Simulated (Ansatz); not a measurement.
Computed results, one entry a study.

**Te3As2 (Kalgoorlieite): spin-orbit coupling beyond the local functionals**

Symmetry: C2/m, No. 12, monoclinic system. The conventional cell has a = 14.357 Å, b = 4.020 Å, c = 9.899 Å, α = 90.00°, β = 95.11°, γ = 90.00°. Te has 3 As at 2.74 to 2.99 Å nearest. Nearest to Te lie 3 As at 2.65 to 2.95 Å. Nearest to Te lie 3 As at 2.76 to 2.82 Å. Nearest to As lie 6 Te at 2.76 to 2.99 Å. Nearest to As lie 3 Te at 2.65 to 2.74 Å. Farther neighbours and most contacts between anions are not listed.

```
Te As
1.0
     7.17865   -2.00995    0.00000
     7.17865    2.00995    0.00000
    -0.88117    0.00000    9.85970
Te As
6 4
Direct
  0.02890 0.02890 0.28680
  0.97110 0.97110 0.71320
  0.77770 0.77770 0.33900
  0.22230 0.22230 0.66100
  0.37440 0.37440 0.03550
  0.62560 0.62560 0.96450
  0.20260 0.20260 0.14080
  0.79740 0.79740 0.85920
  0.61330 0.61330 0.44060
  0.38670 0.38670 0.55940
```

| Property | Result |
| --- | --- |
| method | DFT, HSE06 with spin-orbit coupling, plane waves, PAW (and 1 further level or step) |
| program | Ansatz 0.2.0 |
| settings of one run | cutoff 420 eV, 4×4×2 k-mesh, smearing width 0.02 eV, default PAW, PAW set soft 2 |
| cost | 2 runs, 11 min in all on 1 × NVIDIA H100 80GB HBM3 (shared by 6 runs) with 3 threads of AMD EPYC 7R13 (Zen 3), shared host (the runs of this entry) |
| notes | The program’s warnings: device shed. The cell and positions come from the Crystallography Open Database and are kept as given unless a step says otherwise. The lattice is static and excitons are left out. |
| HSE06 | 0.73 eV |
| HSE06+SOC | 0.52 eV |

Spin-orbit coupling changes the gap by −0.21 eV and the least direct gap by −0.20 eV. Against experiment, by HSE06+SOC: the gap of 0.52 eV lies +0.06 eV from the measured 0.46 eV (kind not stated, quoted 2020).

[Paths, hosts, dates, memory and timing lines, banners, echoed tables and standing remarks are left out of the program output.]

[Logs are printed without paths, hosts, clocks, repeated set-up lines and the standing remarks that a program may print on its own settings, such as how far it seeks lower states.]

[Runs of the session that timed out or met a known fault of the program may be left out.]

[Cells called generated may have been cut or substituted from an entry of the Crystallography Open Database or the Materials Project.]

[Hosts, paths, dates, database ids (printed as entryN), source tags and the programs' standing remarks are cut or masked in the printed files.]
